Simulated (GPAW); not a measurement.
## A Pb chain with an O atom bridging one bond: converging a transmission

Aim: the cheapest settings that leave the conductance of a Pb chain with an O atom bridging one bond unchanged.

Calculated with GPAW 26.7.0; GPAW LCAO, PAW setups; Landauer transmission from Green's functions with principal layers (ASE), zero bias.

## 1. The starting structure

The cell holds 11 atoms: 10 Pb and 1 O. Its edges and angles: a = 9.000 Å, b = 9.000 Å, c = 29.200 Å, α = 90.0°, β = 90.0°, γ = 90.0°. Regions: left lead, 5 atoms (5 Pb); channel, 1 atom (1 O); right lead, 5 atoms (5 Pb). Vacuum lies along a and b. The structure is stacked along c, and the current runs across the ab planes.

## 2. Base settings

All settings start at ordinary values; they are then varied in turn, with meshes following the cell where its length changes.

File run.py:

```python
import json
import numpy as np
from ase import Atoms
from ase.transport.calculators import TransportCalculator
from gpaw import GPAW, FermiDirac
from gpaw.lcao.tools import get_lcao_hamiltonian
from scipy.linalg import eigh

# The junction with lead layers at both ends, along the third cell vector
device = Atoms(
    ['Pb', 'Pb', 'Pb', 'Pb', 'Pb', 'O', 'Pb', 'Pb', 'Pb', 'Pb', 'Pb'],
    positions=[
        [4.50000, 4.50000, 1.45000],
        [4.50000, 4.50000, 4.35000],
        [4.50000, 4.50000, 7.25000],
        [4.50000, 4.50000, 10.15000],
        [4.50000, 4.50000, 13.05000],
        [5.69979, 4.50000, 14.60000],
        [4.50000, 4.50000, 16.15000],
        [4.50000, 4.50000, 19.05000],
        [4.50000, 4.50000, 21.95000],
        [4.50000, 4.50000, 24.85000],
        [4.50000, 4.50000, 27.75000]],
    cell=[[9.0, 0.0, 0.0], [0.0, 9.0, 0.0], [0.0, 0.0, 29.2]],
    pbc=True)

# One principal layer of the lead: the first 3 atoms of the device
lead = Atoms(
    ['Pb', 'Pb', 'Pb'],
    positions=[
        [4.50000, 4.50000, 1.45000],
        [4.50000, 4.50000, 4.35000],
        [4.50000, 4.50000, 7.25000]],
    cell=[[9.0, 0.0, 0.0], [0.0, 9.0, 0.0], [0.0, 0.0, 8.7]],
    pbc=True)

settings = dict(mode='lcao', basis='szp(dzp)', xc='LDA', h=0.18,
                occupations=FermiDirac(0.1), maxiter=250,
                mixer=dict(beta=0.1, nmaxold=8, weight=100.0),
                convergence=dict(density=0.0001))
energies = np.arange(-2, 2 + 1e-9, 0.05)
eta = 0.0001
n1, n2 = 1, 1
# k and -k transmit alike, so half of the mesh across the current serves
mesh = [(i, j) for i in range(n1) for j in range(n2) if (i, j) <= (-i % n1, -j % n2)]
weights = np.array([1 if (i, j) == (-i % n1, -j % n2) else 2 for i, j in mesh]) / (n1 * n2)

# [... helper functions left out ...]
fermi_lead = ground_state(lead, (1, 1, 13), 'lead.txt')
fermi_device = ground_state(device, (1, 1, 3), 'device.txt')
# [... loop over the mesh left out, but for ...]
        # Shift the lead onto the potential of the device's first layer
        shift = ((H[:, 0, 0] - H0[:, 0, 0]) / S0[0, 0]).real.mean()
# [...]
kT = 8.617333e-5 * 500
bias = [0.1, 0.2, 0.5, 1.0, 1.5, 2.0]
# [... integrals and printing left out ...]
```

Launch:

```bash
> OMP_NUM_THREADS=1 OPENBLAS_NUM_THREADS=2 python run.py
```

Output:

```text
basis functions: device 149, principal layer 42
Fermi level: lead -3.0329 eV, device -2.8867 eV; lead shifted by -0.0152 eV
largest coupling past the next layer 2.82e-08 eV, largest misfit of the first layer 0.039 eV
  E-E_F (eV)   T (one spin)  channels
    -2.000    6.2796e-03    1.0000
    -1.950    6.6724e-03    1.0000
    -1.900    6.9942e-03    1.0000
    -1.850    7.2433e-03    1.0000
    -1.800    7.4177e-03    1.0000
    -1.750    7.5146e-03    1.0000
    -1.700    7.5310e-03    1.0000
    -1.650    7.4635e-03    1.0000
    -1.600    7.3087e-03    1.0000
    -1.550    7.0633e-03    1.0000
    -1.500    6.7244e-03    1.0000
    -1.450    6.2899e-03    1.0000
    -1.400    5.7593e-03    1.0000
    -1.350    5.1347e-03    1.0000
    -1.300    4.4217e-03    1.0000
    -1.250    3.6320e-03    1.0000
[...]
1.650    1.1470e+00    3.0000
     1.700    1.1603e+00    3.0000
     1.750    1.1733e+00    3.0000
     1.800    1.1860e+00    3.0000
     1.850    1.1982e+00    3.0000
     1.900    1.2098e+00    3.0000
     1.950    1.2206e+00    3.0000
     2.000    1.2304e+00    3.0000
conductance at 500 K: 0.9825 G0 a cell; thermopower 0.03002 uV/K
current from the zero-bias T(E) at 0.1 V: 7.6093 uA
current from the zero-bias T(E) at 0.2 V: 15.2 uA
current from the zero-bias T(E) at 0.5 V: 37.67 uA
current from the zero-bias T(E) at 1.0 V: 72.824 uA
current from the zero-bias T(E) at 1.5 V: 99.644 uA
current from the zero-bias T(E) at 2.0 V: 119.09 uA
```

Wall time 52 s (2 threads of Intel Xeon Platinum 8559C (Emerald Rapids), shared host); peak memory 1.5 GiB.

Numbers from this step:

* conductance: 0.9825 G₀
* largest coupling past the next principal layer: 2.82e-8 eV
* largest misfit of the first principal layer: 0.03861 eV
* shift that aligns the lead: -0.01517 eV
* basis functions of the junction: 149
* basis functions of a principal layer: 42
* transmission at the Fermi level (one spin): 0.9856
* open channels of the lead at the Fermi level (one spin): 3

One spin. The transmission, zone mean by energy, zero at the Fermi level:

| energy (eV) | transmission, zone mean |
| --- | --- |
| -2.00 | 0.00628 |
| -1.85 | 0.00724 |
| -1.70 | 0.00753 |
| -1.60 | 0.00731 |
| -1.45 | 0.00629 |
| -1.30 | 0.00442 |
| -1.15 | 0.00192 |
| -1.05 | 4.1e-4 |
| -0.90 | 0.00150 |
| -0.75 | 0.0303 |
| -0.60 | 0.577 |
| -0.50 | 0.758 |
| -0.35 | 0.893 |
| -0.20 | 0.963 |
| -0.05 | 0.986 |
| 0.00 | 0.986 |
| 0.05 | 0.983 |
| 0.20 | 0.969 |
| 0.35 | 0.959 |
| 0.50 | 0.957 |
| 0.60 | 0.959 |
| 0.75 | 0.968 |
| 0.90 | 0.983 |
| 1.05 | 1.00 |
| 1.15 | 1.02 |
| 1.30 | 1.06 |
| 1.45 | 1.09 |
| 1.60 | 1.13 |
| 1.70 | 1.16 |
| 1.85 | 1.20 |
| 2.00 | 1.23 |

Crossings of the lead's bands, unfolded to its shortest repeat. The open channels, zone mean by energy, zero at the Fermi level:

energy (eV), open channels, zone mean and a bar from the least value:
```
    -2.00       1.00 
    -1.85       1.00 
    -1.70       1.00 
    -1.60       1.00 
    -1.45       1.00 
    -1.30       1.00 
    -1.15       1.00 
    -1.05       1.00 
    -0.90       1.00 
    -0.75       1.00 
    -0.60       3.00 ##############################
    -0.50       3.00 ##############################
    -0.35       3.00 ##############################
    -0.20       3.00 ##############################
    -0.05       3.00 ##############################
     0.00       3.00 ##############################
     0.05       3.00 ##############################
     0.20       3.00 ##############################
     0.35       3.00 ##############################
     0.50       3.00 ##############################
     0.60       3.00 ##############################
     0.75       3.00 ##############################
     0.90       3.00 ##############################
     1.05       3.00 ##############################
     1.15       3.00 ##############################
     1.30       3.00 ##############################
     1.45       3.00 ##############################
     1.60       3.00 ##############################
     1.70       3.00 ##############################
     1.85       3.00 ##############################
     2.00       3.00 ##############################
```

Not self-consistent under bias; the bias window is split evenly. Current through one cell, from the zero-bias transmission against bias:

```csv
bias (V),"current through one cell, from the zero-bias transmission (μA)"
0.100,7.61
0.200,15.2
0.500,37.7
1.000,72.8
1.500,99.6
2.000,119
```

Couplings past the next layer reach 2.8e-8 eV, small enough to drop; the matrix elements of the cell's first layer differ from the bulk lead's by up to 0.039 eV. That layer keeps its own values in the calculation, and only beyond it is the lead taken as perfect. The Fermi levels of lead and junction count from different zeros of potential, one for each periodic cell; with both set to zero, the small remaining shift is what aligns them. Without spin-orbit coupling, which is large for these atoms, channel counts and T are those of the scalar-relativistic bands. By hand: G = 0.9825 × 77.48 μS = 76.1 μS, a resistance of 13.1 kΩ; at 0.1 V a linear junction would pass 7.61 μA, and the integral over the bias window gives 7.61 μA.

## 3. Grid spacing: h = 0.3

The real-space grid carries density and potential; a coarse one breaks translation symmetry along the lead and scatters electrons that should pass.

run.py: that of step 2 with these lines changed.

```diff
@@ -36,3 +36,3 @@
 
-settings = dict(mode='lcao', basis='szp(dzp)', xc='LDA', h=0.18,
+settings = dict(mode='lcao', basis='szp(dzp)', xc='LDA', h=0.3,
                 occupations=FermiDirac(0.1), maxiter=250,
```

Output:

```text
basis functions: device 149, principal layer 42
Fermi level: lead -3.0389 eV, device -2.8917 eV; lead shifted by -0.0154 eV
largest coupling past the next layer 2.82e-08 eV, largest misfit of the first layer 0.040 eV
  E-E_F (eV)   T (one spin)  channels
    -2.000    6.3235e-03    1.0000
    -1.950    6.6934e-03    1.0000
    -1.900    6.9879e-03    1.0000
    -1.850    7.2061e-03    1.0000
    -1.800    7.3460e-03    1.0000
    -1.750    7.4054e-03    1.0000
    -1.700    7.3818e-03    1.0000
    -1.650    7.2723e-03    1.0000
    -1.600    7.0742e-03    1.0000
    -1.550    6.7848e-03    1.0000
    -1.500    6.4025e-03    1.0000
    -1.450    5.9263e-03    1.0000
    -1.400    5.3575e-03    1.0000
    -1.350    4.7003e-03    1.0000
    -1.300    3.9635e-03    1.0000
    -1.250    3.1628e-03    1.0000
[...]
1.650    1.1251e+00    3.0000
     1.700    1.1379e+00    3.0000
     1.750    1.1506e+00    3.0000
     1.800    1.1631e+00    3.0000
     1.850    1.1753e+00    3.0000
     1.900    1.1870e+00    3.0000
     1.950    1.1980e+00    3.0000
     2.000    1.2081e+00    3.0000
conductance at 500 K: 1.009 G0 a cell; thermopower 0.2086 uV/K
current from the zero-bias T(E) at 0.1 V: 7.8145 uA
current from the zero-bias T(E) at 0.2 V: 15.609 uA
current from the zero-bias T(E) at 0.5 V: 38.674 uA
current from the zero-bias T(E) at 1.0 V: 74.713 uA
current from the zero-bias T(E) at 1.5 V: 102.19 uA
current from the zero-bias T(E) at 2.0 V: 121.75 uA
```

Wall time 11 s (2 threads); peak memory 0.37 GiB.

Numbers from this step:

| Item | Value |
| --- | --- |
| conductance | 1.009 G₀ |
| largest misfit of the first principal layer | 0.03961 eV |
| shift that aligns the lead | -0.01543 eV |
| transmission at the Fermi level (one spin) | 1.012 |

One spin. Table of transmission, zone mean by energy, zero at the Fermi level:

energy (eV), transmission, zone mean and a bar:
```
   -2.000       0.01 
   -1.800       0.01 
   -1.600       0.01 
   -1.400       0.01 
   -1.200       0.00 
   -1.000       0.00 
   -0.800       0.02 
   -0.600       0.60 ###############
   -0.400       0.88 ######################
   -0.200       0.99 #########################
    0.000       1.01 #########################
    0.200       0.99 #########################
    0.400       0.98 ########################
    0.600       0.97 ########################
    0.800       0.98 ########################
    1.000       0.99 #########################
    1.200       1.02 #########################
    1.400       1.06 ##########################
    1.600       1.11 ############################
    1.800       1.16 #############################
    2.000       1.21 ##############################
```

Crossings of the lead's bands, unfolded to its shortest repeat. The open channels, zone mean by energy, zero at the Fermi level:

energy (eV), open channels, zone mean and a bar from the least value:
```
    -2.00       1.00 
    -1.90       1.00 
    -1.80       1.00 
    -1.70       1.00 
    -1.55       1.00 
    -1.45       1.00 
    -1.35       1.00 
    -1.25       1.00 
    -1.15       1.00 
    -1.05       1.00 
    -0.90       1.00 
    -0.80       1.00 
    -0.70       1.00 
    -0.60       3.00 ##############################
    -0.50       3.00 ##############################
    -0.40       3.00 ##############################
    -0.25       3.00 ##############################
    -0.15       3.00 ##############################
    -0.05       3.00 ##############################
     0.00       3.00 ##############################
     0.05       3.00 ##############################
     0.15       3.00 ##############################
     0.25       3.00 ##############################
     0.40       3.00 ##############################
     0.50       3.00 ##############################
     0.60       3.00 ##############################
     0.70       3.00 ##############################
     0.80       3.00 ##############################
     0.90       3.00 ##############################
     1.05       3.00 ##############################
     1.15       3.00 ##############################
     1.25       3.00 ##############################
     1.35       3.00 ##############################
     1.45       3.00 ##############################
     1.55       3.00 ##############################
     1.70       3.00 ##############################
     1.80       3.00 ##############################
     1.90       3.00 ##############################
     2.00       3.00 ##############################
```

Not self-consistent under bias; the bias window is split evenly. Current through one cell, from the zero-bias transmission against bias:

```csv
bias (V),"current through one cell, from the zero-bias transmission (μA)"
0.100,7.81
0.200,15.6
0.500,38.7
1.000,74.7
1.500,102
2.000,122
```

The conductance, 1.01 G₀, lies 2.7 % above that of the base run.

## 4. Grid spacing: h = 0.26

run.py: that of step 3 with these lines changed.

```diff
@@ -36,3 +36,3 @@
 
-settings = dict(mode='lcao', basis='szp(dzp)', xc='LDA', h=0.3,
+settings = dict(mode='lcao', basis='szp(dzp)', xc='LDA', h=0.26,
                 occupations=FermiDirac(0.1), maxiter=250,
```

Output:

```text
basis functions: device 149, principal layer 42
Fermi level: lead -3.0343 eV, device -2.8875 eV; lead shifted by -0.0151 eV
largest coupling past the next layer 2.82e-08 eV, largest misfit of the first layer 0.039 eV
  E-E_F (eV)   T (one spin)  channels
    -2.000    6.8172e-03    1.0000
    -1.950    7.2506e-03    1.0000
    -1.900    7.6097e-03    1.0000
    -1.850    7.8929e-03    1.0000
    -1.800    8.0981e-03    1.0000
    -1.750    8.2225e-03    1.0000
    -1.700    8.2628e-03    1.0000
    -1.650    8.2155e-03    1.0000
    -1.600    8.0768e-03    1.0000
    -1.550    7.8427e-03    1.0000
    -1.500    7.5097e-03    1.0000
    -1.450    7.0749e-03    1.0000
    -1.400    6.5366e-03    1.0000
    -1.350    5.8953e-03    1.0000
    -1.300    5.1547e-03    1.0000
    -1.250    4.3240e-03    1.0000
[...]
1.650    1.1447e+00    3.0000
     1.700    1.1579e+00    3.0000
     1.750    1.1709e+00    3.0000
     1.800    1.1835e+00    3.0000
     1.850    1.1957e+00    3.0000
     1.900    1.2073e+00    3.0000
     1.950    1.2180e+00    3.0000
     2.000    1.2278e+00    3.0000
conductance at 500 K: 0.98095 G0 a cell; thermopower 0.02284 uV/K
current from the zero-bias T(E) at 0.1 V: 7.5973 uA
current from the zero-bias T(E) at 0.2 V: 15.176 uA
current from the zero-bias T(E) at 0.5 V: 37.611 uA
current from the zero-bias T(E) at 1.0 V: 72.701 uA
current from the zero-bias T(E) at 1.5 V: 99.419 uA
current from the zero-bias T(E) at 2.0 V: 118.8 uA
```

Elapsed: 18 s, on 2 threads; peak memory 0.57 GiB.

This step gave:

```
conductance                                 : 0.9810 G₀
largest misfit of the first principal layer : 0.03851 eV
shift that aligns the lead                  : -0.01508 eV
transmission at the Fermi level (one spin)  : 0.9841
```

One spin. Table of transmission, zone mean by energy, zero at the Fermi level:

```
energy (eV)  transmission, zone mean
      -2.00                  0.00682
      -1.85                  0.00789
      -1.70                  0.00826
      -1.60                  0.00808
      -1.45                  0.00707
      -1.30                  0.00515
      -1.15                  0.00248
      -1.05                   7.1e-4
      -0.90                   9.7e-4
      -0.75                   0.0271
      -0.60                    0.573
      -0.50                    0.756
      -0.35                    0.891
      -0.20                    0.962
      -0.05                    0.984
       0.00                    0.984
       0.05                    0.981
       0.20                    0.968
       0.35                    0.958
       0.50                    0.955
       0.60                    0.958
       0.75                    0.966
       0.90                    0.981
       1.05                     1.00
       1.15                     1.02
       1.30                     1.05
       1.45                     1.09
       1.60                     1.13
       1.70                     1.16
       1.85                     1.20
       2.00                     1.23
```

Crossings of the lead's bands, unfolded to its shortest repeat. Open channels, zone mean against energy, zero at the Fermi level:

energy (eV), open channels, zone mean and a bar from the least value:
```
   -2.000       1.00 
   -1.800       1.00 
   -1.600       1.00 
   -1.400       1.00 
   -1.200       1.00 
   -1.000       1.00 
   -0.800       1.00 
   -0.600       3.00 ##############################
   -0.400       3.00 ##############################
   -0.200       3.00 ##############################
    0.000       3.00 ##############################
    0.200       3.00 ##############################
    0.400       3.00 ##############################
    0.600       3.00 ##############################
    0.800       3.00 ##############################
    1.000       3.00 ##############################
    1.200       3.00 ##############################
    1.400       3.00 ##############################
    1.600       3.00 ##############################
    1.800       3.00 ##############################
    2.000       3.00 ##############################
```

Not self-consistent under bias; the bias window is split evenly. The current through one cell, from the zero-bias transmission by bias:

```csv
bias (V),"current through one cell, from the zero-bias transmission (μA)"
0.100,7.60
0.200,15.2
0.500,37.6
1.000,72.7
1.500,99.4
2.000,119
```

The conductance equals that of the base run to 0.2 %.

## 5. Grid spacing: h = 0.22

run.py: that of step 4 with these lines changed.

```diff
@@ -36,3 +36,3 @@
 
-settings = dict(mode='lcao', basis='szp(dzp)', xc='LDA', h=0.26,
+settings = dict(mode='lcao', basis='szp(dzp)', xc='LDA', h=0.22,
                 occupations=FermiDirac(0.1), maxiter=250,
```

Output:

```text
basis functions: device 149, principal layer 42
Fermi level: lead -3.0335 eV, device -2.8870 eV; lead shifted by -0.0151 eV
largest coupling past the next layer 2.82e-08 eV, largest misfit of the first layer 0.038 eV
  E-E_F (eV)   T (one spin)  channels
    -2.000    6.1323e-03    1.0000
    -1.950    6.5177e-03    1.0000
    -1.900    6.8334e-03    1.0000
[...]
1.950    1.2195e+00    3.0000
     2.000    1.2293e+00    3.0000
conductance at 500 K: 0.98627 G0 a cell; thermopower 0.04128 uV/K
current from the zero-bias T(E) at 0.1 V: 7.6385 uA
current from the zero-bias T(E) at 0.2 V: 15.258 uA
current from the zero-bias T(E) at 0.5 V: 37.814 uA
current from the zero-bias T(E) at 1.0 V: 73.101 uA
current from the zero-bias T(E) at 1.5 V: 100.03 uA
current from the zero-bias T(E) at 2.0 V: 119.5 uA
```

The job ended after 24 s (2 threads; peak memory 0.77 GiB).

One spin. The transmission, zone mean by energy, zero at the Fermi level:

energy (eV), transmission, zone mean and a bar:
```
   -2.000       0.01 
   -1.800       0.01 
   -1.600       0.01 
   -1.400       0.01 
   -1.200       0.00 
   -1.000       0.00 
   -0.800       0.01 
   -0.600       0.58 ##############
   -0.400       0.86 #####################
   -0.200       0.97 ########################
    0.000       0.99 ########################
    0.200       0.97 ########################
    0.400       0.96 #######################
    0.600       0.96 #######################
    0.800       0.97 ########################
    1.000       1.00 ########################
    1.200       1.03 #########################
    1.400       1.08 ##########################
    1.600       1.13 ############################
    1.800       1.18 #############################
    2.000       1.23 ##############################
```

The conductance, 0.986 G₀, lies 0.4 % above that of the base run.

(Part 1 of 4 ends here.)

[Logs are printed without paths, hosts, clocks, repeated set-up lines and the standing remarks that a program may print on its own settings, such as how far it seeks lower states.]

[Hosts, paths, dates, database ids (printed as entryN), source tags and the programs' standing remarks are cut or masked in the printed files.]
